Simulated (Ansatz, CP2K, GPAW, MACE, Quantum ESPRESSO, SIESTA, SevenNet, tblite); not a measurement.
# Running amorphous polyisobutylene (as short chains C10H22) at 400 K (64 atoms) with GPAW, part 2 of 2

How do the settings of GPAW change the result for amorphous polyisobutylene (as short chains C10H22) at 400 K (64 atoms)? A plane-wave run serves as the yardstick.

Program: GPAW 26.7.0; the method stands at each step. Banners, paths, timers and routine set-up lines are dropped from the logs unmarked, and long logs keep their key lines alone; longer cuts are marked.

So far. Step 3 (PBE, LCAO dzp, h 0.2 Å, other mixer settings): Against the first run (20 %), the force difference from the reference is 20 %, at 1.1 times the CPU time: another solver or mixer reaches the same state. Step 4 (PBE, LCAO szp(dzp), h 0.2 Å): Against the first run (20 %), the force difference from the reference is 79 %, at 0.75 times the CPU time, with 356 basis functions against 480: the smaller basis costs accuracy.

### 5. PBE, grid h 0.18 Å

Method: Kohn-Sham DFT, PBE, PAW, finite differences on a real-space grid.

run.py

```python
import numpy as np
from ase.io import read
from gpaw import GPAW, FermiDirac

atoms = read("structure.xyz")
atoms.calc = GPAW(
    mode="fd",
    h=0.18,
    xc="PBE",
    kpts={"size": (1, 1, 1), "gamma": True},
    occupations=FermiDirac(0.05),
    maxiter=200,
    symmetry={"point_group": False},
    nbands=81,
    txt="gpaw.txt",
)
energy = atoms.get_potential_energy(force_consistent=True)
forces = atoms.get_forces()
print(f"energy {energy:.6f} eV")
print("forces (eV/A)")
for i, (a, f) in enumerate(zip(atoms, forces)):
    print(f"{i:4d} {a.symbol:2s} {f[0]:10.5f} {f[1]:10.5f} {f[2]:10.5f}")
print(f"Fermi level {atoms.calc.get_fermi_level():.4f} eV")
for k in range(len(atoms.calc.get_ibz_k_points())):
    for s in range(atoms.calc.get_number_of_spins()):
        e = atoms.calc.get_eigenvalues(kpt=k, spin=s)
        n = np.searchsorted(e, atoms.calc.get_fermi_level())
        print(f"k {k} spin {s} levels about the Fermi level:", np.round(e[max(n - 6, 0):n], 4).tolist(), "|", np.round(e[n:n + 6], 4).tolist())
```

structure.xyz

```xyz
64
Lattice="8.31826 0.00000 0.00000 0.00000 8.31826 0.00000 0.00000 0.00000 8.31826" Properties=species:S:1:pos:R:3 pbc="T T T"
[... 64 atom lines left out: the same atoms as in the first run ...]
```

On the command line:

```console
> OMP_NUM_THREADS=1 python run.py > output.txt
```

What it wrote:

```text
energy -339.414079 eV
forces (eV/A)
   0 C    -1.34683    1.23255   -2.54452
   1 C     4.33166    0.23462   -0.64094
   2 C    -2.47593   -1.11298    2.75521
   3 C    -1.77704    3.58762   -2.32396
   4 C     0.69637   -3.98227   -1.90115
   5 C     0.44070    0.38541    0.69768
   6 C    -1.30543    0.33865    0.79081
   7 C    -2.07895    0.72707   -2.42522
   8 C     2.34911    1.84474   -1.06421
   9 C    -3.30747   -2.77587   -3.47960
  10 H     0.59003   -0.40366    0.81171
  11 H     0.20845    0.81836    0.55499
  12 H    -0.31098   -1.75587    0.40277
  13 H    -1.20185    0.12890    0.20772
  14 H    -0.37677    0.83446   -0.16166
  15 H    -1.08974   -0.63518    1.23789
  16 H     2.49459   -1.46800    0.33332
  17 H     0.02237    0.33151    0.30779
  18 H    -0.86351    0.12575   -0.59837
  19 H    -0.49031    1.08229    0.17769
  20 H     0.79757    0.38947    0.88720
  21 H     0.29510    0.73176    0.25297
  22 H     0.68645   -0.71888   -0.83237
  23 H     0.03930   -0.01713    0.18898
[...]
56 H     0.87906    0.42917    0.81866
  57 H    -0.93560    0.95867    0.58158
  58 H    -0.09337    0.40265   -0.93650
  59 H    -2.43219    1.22975   -0.39581
  60 H    -0.30005   -0.03301   -0.72559
  61 H    -0.24167   -0.13693    0.40513
  62 H    -0.92438    0.83349   -0.06150
  63 H     0.96499    1.75381    1.00139
Fermi level 1.3341 eV
k 0 spin 0 levels about the Fermi level: [-3.0063, -2.9578, -2.741, -2.6619, -2.2971, -2.2189] | [3.1757, 3.8935, 4.4848, 4.766, 4.8451, 4.9582]
```

gpaw.txt:

```text
Input parameters:
  mode=FD(),
  h=0.18,
  kpts=MonkhorstPack(size=(1, 1, 1), gamma=True),
  maxiter=200,
  nbands=81,
  occupations=Occupations(name='fermi-dirac', width=0.05, fixmagmom=False),
  symmetry=Symmetry(point_group=False),
  xc=XC(name='PBE')
Diagonalizing LCAO Hamiltonian
Converting LCAO to fd mode
      .-------------------.
     /|             H     |
[... lines left out ...]
  Converge bands: occupied
[... lines left out ...]
  Fermi-Dirac:
[... lines left out ...]
convergence criteria:
- Maximum [total energy] change in last 3 cyles: 0.0005 eV / valence electron
[... lines left out ...]
Converged in 17 steps
[... lines left out ...]
  Free energy:    -339.414079
  Extrapolated:   -339.414079
dipole moment: (31.956467, -13.684006, -9.147616)  # |e|*Ang
Fermi level: 1.334
Eigenvalues  # (at kpt = [0.000, 0.000, 0.000])
| band index |      eig [eV] | occ [0-2] |
|------------|---------------|-----------|
|          0 |       -16.954 |     2.000 |
|        ... |               |           |
|         54 |        -3.276 |     2.000 |
|         55 |        -3.137 |     2.000 |
[...]
|         69 |         5.357 |     0.000 |
|        ... |               |           |
|         80 |         7.069 |     0.000 |
Gap: 5.395 eV
Transition (v -> c):
  (s=0, k=0, n=61, [0.00, 0.00, 0.00]) -> (s=0, k=0, n=62, [0.00, 0.00, 0.00])
No difference between direct/indirect transitions
Force computation time: 0.700  # s
timing:  # [seconds]
  Total:  68.244  # ━━━━━━━━━━━━━━━━━━━━━━━━━━━━━━━━━━━━━━━━━━━━━━━━━━━━━━━━━
  Init:    5.949  # ━━━━━
  SCF:    61.558  # ━━━━━━━━━━━━━━━━━━━━━━━━━━━━━━━━━━━━━━━━━━━━━━━━━━━╸
  Forces:  0.700  # ╸
```

It took 70 s on 1 thread of Arm Neoverse V1, shared host; peak memory 0.75 GiB.

Compared with the plane-wave run:

- r.m.s. force component: 1.456 eV/Å
- r.m.s. difference of force components: 12.68 meV/Å
- longest difference of force vectors: 36.74 meV/Å
- force difference over r.m.s. force: 0.8724 %
- slope of forces against the reference's: 1.002
- correlation of force components: 1
- gap (highest filled to lowest empty level): 5.395 eV
- gap difference: 0.0032 eV

Against the first run (20 %), the force difference from the reference is 0.87 %, at 1.9 times the CPU time (17 SCF steps against 9).

### 6. PBE, LCAO sz(dzp), h 0.2 Å

Method: Kohn-Sham DFT, PBE, PAW, atomic orbitals (sz(dzp)).

Edit run.py of step 5 so:

```diff
@@ -6,4 +6,5 @@
 atoms.calc = GPAW(
-    mode="fd",
-    h=0.18,
+    mode="lcao",
+    basis="sz(dzp)",
+    h=0.2,
     xc="PBE",
@@ -13,3 +14,2 @@
     symmetry={"point_group": False},
-    nbands=81,
     txt="gpaw.txt",
```

structure.xyz is that of step 5.

What it wrote:

```text
energy -284.044597 eV
forces (eV/A)
   0 C    -2.15526    2.22201   -0.27944
   1 C     3.11554   -0.67794   -0.93905
   2 C    -3.48810   -0.03285    3.29072
   3 C    -2.82263    3.57749   -5.31143
   4 C     0.50158   -2.53155   -2.33655
   5 C     2.64760    1.63960    1.93099
[...]
61 H     1.76614    0.41039   -1.40200
  62 H    -3.26184    3.33141   -0.57622
  63 H     0.13641    0.07440    0.53364
Fermi level 0.2787 eV
k 0 spin 0 levels about the Fermi level: [-4.5808, -4.4437, -4.3396, -4.3276, -3.9207, -3.8302] | [5.5724, 6.1428, 6.4571, 6.6594, 6.8969, 7.0323]
```

gpaw.txt:

```text
Input parameters:
  mode=LCAO(),
  basis={'default': 'sz(dzp)'},
  h=0.2,
  kpts=MonkhorstPack(size=(1, 1, 1), gamma=True),
  maxiter=200,
  occupations=Occupations(name='fermi-dirac', width=0.05, fixmagmom=False),
[... lines left out ...]
  Fermi-Dirac:
[... lines left out ...]
convergence criteria:
- Maximum [total energy] change in last 3 cyles: 0.0005 eV / valence electron
[... lines left out ...]
Converged in 7 steps
[... lines left out ...]
  Free energy:    -284.044597
[... lines left out ...]
Fermi level: 0.279
[... lines left out ...]
|        ... |               |           |
|         78 |         8.958 |     0.000 |
Gap: 9.403 eV
Transition (v -> c):
  (s=0, k=0, n=61, [0.00, 0.00, 0.00]) -> (s=0, k=0, n=62, [0.00, 0.00, 0.00])
No difference between direct/indirect transitions
Force computation time: 1.465  # s
timing:  # [seconds]
  Total:  11.736  # ━━━━━━━━━━━━━━━━━━━━━━━━━━━━━━━━━━━━━━━━━━━━━━━━━━━━━━━━━
  Init:    3.265  # ━━━━━━━━━━━━━━━━
  SCF:     6.972  # ━━━━━━━━━━━━━━━━━━━━━━━━━━━━━━━━━━
  Forces:  1.465  # ━━━━━━━
```

The job ended after 13 s (1 thread; peak memory 0.34 GiB).

Against the reference:

```
r.m.s. force component                           : 2.53 eV/Å
r.m.s. difference of force components            : 1664 meV/Å
longest difference of force vectors              : 4497 meV/Å
force difference over r.m.s. force               : 114.6 %
slope of forces against the reference's          : 1.36
correlation of force components                  : 0.7811
gap (highest filled to lowest empty level) : 9.403 eV
gap difference                                   : 4.011 eV
```

This is a coarse setting, run to see what it loses.

Against the first run (20 %), the force difference from the reference is 115 %, at 0.37 times the CPU time, with 124 basis functions against 480: the smaller basis costs accuracy.

### 7. The ladder

Differences are against the plane-wave reference, forces as r.m.s. over components; share is that over the reference's r.m.s. force, slope the least-squares factor from reference forces to these. Total energies of different programs have different zeros and aren't compared.

```tsv
run	Δ force, r.m.s. (meV/Å)	share (%)	slope	Δ gap (eV)	cores	CPU time	memory (GiB)
reference	-	-	-	-	4	13 s	0.54
GPAW PBE, LCAO dzp, h 0.2 Å	295	20.3	1.082	0.540	1	36 s	0.43
GPAW PBE, LCAO dzp, h 0.2 Å, other mixer settings	295	20.3	1.082	0.540	1	41 s	0.39
GPAW PBE, LCAO szp(dzp), h 0.2 Å (coarse)	1150	79.2	1.178	3.35	1	27 s	0.42
GPAW PBE, grid h 0.18 Å	12.7	0.872	1.002	0.0032	1	70 s	0.75
GPAW PBE, LCAO sz(dzp), h 0.2 Å (coarse)	1664	115	1.360	4.01	1	13 s	0.34
```

Rows marked coarse were listed beforehand as settings not expected to be converged; some can still land near the reference.

CPU time is summed over cores on a shared host, where runs went side by side, so it is rough. Symmetry, cutoffs, thresholds, outputs and thread counts weren't matched or tuned between programs; memory under MPI is the largest rank's times the ranks.

Within one program, basis, potentials and functional, energies share a zero. Each run against its twin at the usual cutoff or grid and solver:

```tsv
run	twin	Δ energy (meV/atom)	Δ force, r.m.s. (meV/Å)	CPU time over the twin's
GPAW PBE, LCAO dzp, h 0.2 Å, other mixer settings	LCAO dzp, h 0.2 Å	0	0.953	1.1
```

### 8. Results

| Property | Result |
| --- | --- |
| nearest in forces | GPAW PBE, grid h 0.18 Å, 0.87 % |
| its CPU time | 70 s |

What this shows: PBE on plane waves or a grid with other potentials, cutoffs or grids, coarse settings apart, differs from the reference by 0.87 % (GPAW PBE, grid h 0.18 Å) of the r.m.s. force; this holds the reference's own error, so differences of a few per cent don't tell which side is nearer the exact PBE result. The PBE runs in local orbitals, coarse settings apart, differ by 20 % in each run; basis, grid and potentials can all enter. Runs with settings chosen to be coarse differ by 79 % (GPAW PBE, LCAO szp(dzp), h 0.2 Å) to 115 % (GPAW PBE, LCAO sz(dzp), h 0.2 Å), their programs' other errors included. None of the electronic-structure runs in the table takes under half the reference's CPU time of 13 s; they take 1.1 to 5.5 times as much. At the same functional, gaps differ from the reference's 5.39 eV by between +0.00 and +4.01 eV. A likely cause of the wide gaps: compact atomic orbitals describe empty levels worse than filled ones. The network of contacts between molecules at the start is that of the classical potential that made the cell, and needn't be the one that DFT or experiment would give. The reference's PBE has no dispersion term, which matters for the binding between molecules or layers. The electronic-structure runs sample only Γ, in a cell whose shortest periodic width is 8 Å.

[Also dropped from logs without a mark: logging warnings of Python, and SIESTA's first energy breakdown and zero terms.]

[Logs are printed without paths, hosts, clocks, repeated set-up lines and the standing remarks that a program may print on its own settings, such as how far it seeks lower states.]

[Hosts, paths, dates, database ids (printed as entryN), source tags and the programs' standing remarks are cut or masked in the printed files.]
